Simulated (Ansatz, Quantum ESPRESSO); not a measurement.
# Ba2C (Fm-3m): zone-centre phonons, part 3 of 3

Wanted: the vibrations of Ba2C (Fm-3m) at Γ, by two programs.

Quantum ESPRESSO 7.5; DFT LDA, scalar-relativistic, plane waves, PseudoDojo norm-conserving pseudopotentials.

So far, highest optical zone-centre mode (no LO-TO term) (cm⁻¹): 241 in steps 6, 7 and 8.

The structure was built from a prototype and need not be the compound's stable phase.

### 9. The same in Ansatz

The same cell goes through another code at the same cutoff. The files are of one family, but Ansatz's library holds files of its own making for some heavy elements, so those for Ba may differ. Its k mesh is centred on Γ.

This step: DFT LDA, scalar-relativistic, plane waves, norm-conserving pseudopotentials of its library (PseudoDojo's, some remade) (Ansatz 0.2.0).

input.yaml

```yaml
crystal:
  lattice:
    - [-3.4225383719, 0.0, 3.4225383719]
    - [0.0, 3.4225383719, 3.4225383719]
    - [-3.4225383719, 3.4225383719, 0.0]
  atoms:
    - { symbol: C, position: [0.0, 0.0, 0.0] }
    - { symbol: Ba, position: [0.75, 0.75, 0.75] }
    - { symbol: Ba, position: [0.25, 0.25, 0.25] }
kpoints:
  mp_grid: { grid: [8, 8, 8] }
hamiltonian:
  xc: lda
  pseudopotentials: { kind: nc, accuracy: standard }
scf:
  occupations: { method: cold, width: 0.27211 }
output:
  eigenvalues: true
basis:
  ecutwfc: 1115.667
phonons:
  method: dfpt
```

The run is started by

```console
> ansatz run input.yaml --threads 4 --pin off --max-ram 8192MiB --backend cpu --events-out ev --progress --plain --runs-dir out
```

Output:

```text
zone centre: on kpoints.mp_grid the ground state, and the responses unless they are solved on pairs of k-points, stand on 59 of the mesh's 512 k-points, reduced under 8 symmetry operations, with k and −k counted as one. Each operation leaves every solved displacement unchanged or reverses it
Engine: ansatz 0.2.0, aarch64-unknown-linux-gnu
Pseudopotentials: kind: nc
Pseudopotential: C, nc, valence charge 4, recommended cutoff 1115.666836 eV (normal), C.nc.azcp (PseudoDojo's, or run here from an input of PseudoDojo's; its table is named by hamiltonian.pseudopotentials.accuracy)
Pseudopotential: Ba, nc, valence charge 10, recommended cutoff 770 eV (normal), Ba.nc.azcp (PseudoDojo's, or run here from an input of PseudoDojo's; its table is named by hamiltonian.pseudopotentials.accuracy)
Functional definition: SPW92
  exchange = slater_x
  correlation = pw_c
Crystal: 3 atoms, lattice volume = 80.182 Å³
Basis set: ecut = 1115.667 eV, 6855 PW (Γ), exchange–correlation on 108×108×108 points (8 copies of the dense FFT grid, shifted against one another)
Bands: 16, of which v1, the nominal top of the filled ones, is band 12 counted from 1 (11 counted from 0)
Symmetry: 48 space group operations
k-points: 59 of 512 (irreducible under 8 space group operations, time reversal used)
Non-local potential: C, projectors of the file, l = 0: 2, l = 1: 2
Non-local potential: Ba, projectors of the file, l = 0: 2, l = 1: 2, l = 2: 2, l = 3: 2
Initial density: superposition of atomic densities (chi_scale 0.1, normalization cell, long waves kept (reshape's long-wave potential 0.00 eV rms))
Initial wavefunctions: pseudopotential atomic-orbital guess
Functional: x = slater, c = lda
SCF iter   1: F=—  HF=-1690.880804 eV  |F-HF|=—  |Δ(HF+E_count)|=         —  Δρ=3.23e-2  dr2=2.41e0  ethr=3.10e-3  ⟨swp⟩=10.7  Hψ=7638  notcnv=0
preconditioner: auto → none  [insulator: Δε(μ)=0.518 eV  Ē_g=11.055 eV  σ=0.272 eV  W_gap=0.84  n_scr=14 (ndim 8)  ℏωp=18.6 eV  f_vac=0.000  D(μ)=0.00/eV (n_scr^D=0)  ε∞_Penn≈3.8]
SCF iter   2: F=—  HF=-1691.543940 eV  |F-HF|=—  |Δ(HF+E_count)|=   5.22e-1  S|Δr|=   1.70e-1  Δρ=6.51e-2  dr2=6.90e0  ethr=3.10e-3  ⟨swp⟩=5.2  Hψ=2902  notcnv=0  recentre
SCF iter   3: F=—  HF=-1690.607722 eV  |F-HF|=—  |Δ(HF+E_count)|=   9.36e-1  S|Δr|=    0.00e0  Δρ=1.42e-2  dr2=3.57e-1  ethr=3.10e-3  ⟨swp⟩=3.5  Hψ=2169  notcnv=2
SCF iter   4: F=—  HF=-1690.530256 eV  |F-HF|=—  |Δ(HF+E_count)|=   7.75e-2  S|Δr|=    0.00e0  Δρ=2.11e-3  dr2=5.51e-3  ethr=1.49e-3  ⟨swp⟩=1.4  Hψ=1359  notcnv=0
SCF iter   5: F=—  HF=-1690.528811 eV  |F-HF|=—  |Δ(HF+E_count)|=   1.44e-3  S|Δr|=    0.00e0  Δρ=6.99e-4  dr2=2.40e-4  ethr=2.30e-5  ⟨swp⟩=3.0  Hψ=1769  notcnv=0
SCF iter   6: F=—  HF=-1690.528885 eV  |F-HF|=—  |Δ(HF+E_count)|=   7.37e-5  S|Δr|=    0.00e0  Δρ=1.78e-4  dr2=5.84e-5  ethr=9.99e-7  ⟨swp⟩=2.8  Hψ=1520  notcnv=0
SCF iter   7: F=—  HF=-1690.528877 eV  |F-HF|=—  |Δ(HF+E_count)|=   7.80e-6  S|Δr|=    0.00e0  Δρ=8.10e-5  dr2=9.32e-6  ethr=2.43e-7  ⟨swp⟩=1.3  Hψ=986  notcnv=0
SCF iter   8: F=—  HF=-1690.528870 eV  |F-HF|=—  |Δ(HF+E_count)|=   6.96e-6  S|Δr|=    0.00e0  Δρ=1.46e-5  dr2=2.35e-7  ethr=3.88e-8  ⟨swp⟩=1.7  Hψ=1063  notcnv=0
SCF iter   9: F=—  HF=-1690.528857 eV  |F-HF|=—  |Δ(HF+E_count)|=   1.33e-5  S|Δr|=    0.00e0  Δρ=1.50e-6  dr2=1.30e-9  ethr=9.78e-10  ⟨swp⟩=3.7  Hψ=1988  notcnv=0
SCF iter  10: F=—  HF=-1690.528857 eV  |F-HF|=—  |Δ(HF+E_count)|=  7.41e-11  S|Δr|=    0.00e0  Δρ=5.24e-7  dr2=3.25e-10  ethr=5.41e-12  ⟨swp⟩=3.1  Hψ=1809  notcnv=0
SCF iter  11: F=-1690.528857 eV  HF=-1690.528857 eV  |F-HF|=0.00e0  |Δ(HF+E_count)|=  7.23e-11  S|Δr|=    0.00e0  Δρ=4.16e-8  dr2=1.73e-12  ethr=1.00e-12  ⟨swp⟩=11.7  Hψ=8065  notcnv=0
SCF 1 converged in 11 iterations: F = -1690.528857 eV  dr2 = 1.73e-12
DFPT response loops at Γ: preconditioner auto → Kerker (q_TF=auto, 2.231 Å⁻¹) (partly filled bands, converged f_vac=0.000); β = 1.00, the filter's whole step (`scf.mixing.beta` (0.50) is not read by the response loops under this deck's `scf.mixing.preconditioner`; to damp them name `kerker` or `kerker_dos`, under which they read `scf.mixing.beta`, and type it under 1.00, their step now; both keys bind the ground state too); Broyden in place of MSR1
SCF converged after 11 iterations
Stability not checked: this state was not tested for a lower state beside it, because cold or Methfessel-Paxton smearing, or corrected tetrahedra, fill the levels in a way that the test cannot read (fill_not_monotonic; see scf.lower_state_search)
Free energy (F): -1690.528857 eV
Harris-Foulkes:  -1690.528857 eV  (|F-HF|=0.00e0)
Internal energy: -1690.597511 eV  (E = F + TS)
E sigma→0 (E₀):  -1690.551742 eV
Entropy (-TS):   0.068654 eV (22.885 meV/atom)
Fermi energy:    10.144050 eV
--- Per-component energies (eV) ---
  E_band       = -43.578793
  E_kinetic    = 465.286947
  E_local      = -719.307106  (includes V_loc(G=0)·N_el)
  E_nonlocal   = 211.393540
  E_hartree    = 173.733808
  E_xc         = -415.849584
  E_vxc        = -348.419780  (∫ρ·V_xc dr)
  E_ewald      = -1405.855117
  E_smearing   = 0.068654  (= −TS)
  E_closure    = 0.000000  (closes the sum)
  Σ components = -1690.528857   (vs F -1690.528857, Δ=0.00e0)
--- Band table (eV; the first three rows and the last of 59) ---
  k-point 0: bands = [... 8 lower, 2.2502, 8.1549, 8.1549, 8.1549, 10.3998, 10.3998, 10.4330, 14.7298]
  k-point 1: bands = [... 8 lower, 2.3892, 8.1854, 8.2951, 8.2951, 10.6385, 10.6385, 10.9519, 14.1253]
  k-point 2: bands = [... 8 lower, 2.6665, 8.5319, 8.6820, 8.6820, 11.3021, 11.3021, 11.8921, 13.3995]
  k-point 58: bands = [... 8 lower, 2.7724, 8.5828, 10.0858, 10.3402, 10.3402, 11.3917, 12.0803, 14.4716]
--- Phonons (Γ-DFPT): 2 representative perturbations + reference, on 59 of 512 k-points (Σ response iterations 6) ---
  k mesh reduced under 8 symmetry operations, with k and −k counted as one. Each operation leaves every solved displacement unchanged or reverses it
  ASR residual: 6.978e-5 → 0.000e0 eV/Å²; symmetrization residual: 3.411e-7 eV/Å²
  ASR residual per site (eV/Å²): 6.98e-5 1.13e-6 1.13e-6
  Γ frequencies (cm⁻¹): 0.00 0.00 0.00 65.23 65.23 65.23 228.53 228.53 228.53
  non-analytic LO–TO correction: not included (Born effective charges unavailable; polar crystals: no LO–TO splitting at Γ)
```

It took 32 s on 4 threads of Arm Neoverse V1, shared host; peak memory 1.5 GiB.

This step gave:

* sum-rule residual before enforcement: 6.98e-5 eV/Å²
* highest optical zone-centre mode (no LO-TO term): 228.5 cm⁻¹
* lowest optical zone-centre mode: 65.23 cm⁻¹

### 10. The two compared: QE PseudoDojo and Ansatz, library NC

Numbers from this step:

```
root-mean-square difference : 9.62 cm⁻¹
largest difference          : 12.4 cm⁻¹
```

Optical modes, paired by symmetry label. Frequencies side by side, by row:

```csv
q (reciprocal lattice),mode,QE PseudoDojo (cm⁻¹),"Ansatz, library NC (cm⁻¹)"
0 0 0,4,70.8,65.2
0 0 0,5,70.8,65.2
0 0 0,6,70.8,65.2
0 0 0,7,240.9,228.5
0 0 0,8,240.9,228.5
0 0 0,9,240.9,228.5
```

At the zone centre the largest difference (acoustic modes at Γ apart) is 5 % of the highest mode.

### 11. Results

| Quantity | Value |
| --- | --- |
| space group after relaxation | Fm-3m |
| volume per atom | 26.7 Å³ |
| highest optical zone-centre mode (no LO-TO term) | 240.9 cm⁻¹ |
| lowest optical zone-centre mode | 70.8 cm⁻¹ |
| imaginary optical modes at the zone centre (no q mesh in this session) | none |
| largest difference from Ansatz, library NC | 12.4 cm⁻¹ |

At the LDA level the optical modes of Ba2C (Fm-3m) at the zone centre run from 71 to 241 cm⁻¹. Of the 6 optical modes, 3 are Raman active alone and 3 are infrared active alone; inversion symmetry keeps the two sets apart. QE PseudoDojo and Ansatz, library NC differ by 9.6 cm⁻¹ in the root mean square and by 12.4 cm⁻¹ at most, 5.1 % of the highest mode compared (acoustic modes at Γ left out); the two use different potentials, and the cell was not relaxed for the second set. These are harmonic frequencies at zero temperature: anharmonic shifts and linewidths and thermal expansion are left out. Spin-orbit coupling is left out, which can matter for the heavy elements here. In a metal the frequencies hang on the k mesh and the smearing, most of all near Kohn anomalies. The total energies of the two programs lie far apart, so at least one potential file in Ansatz's library differs from the published one read by the first program. The structure is a hypothetical one, built on a prototype.

[Host names and launcher messages were left out of these logs when they were recorded.]

[Logs are printed without paths, hosts, clocks, repeated set-up lines and the standing remarks that a program may print on its own settings, such as how far it seeks lower states.]

[Hosts, paths, dates, database ids (printed as entryN), source tags and the programs' standing remarks are cut or masked in the printed files.]
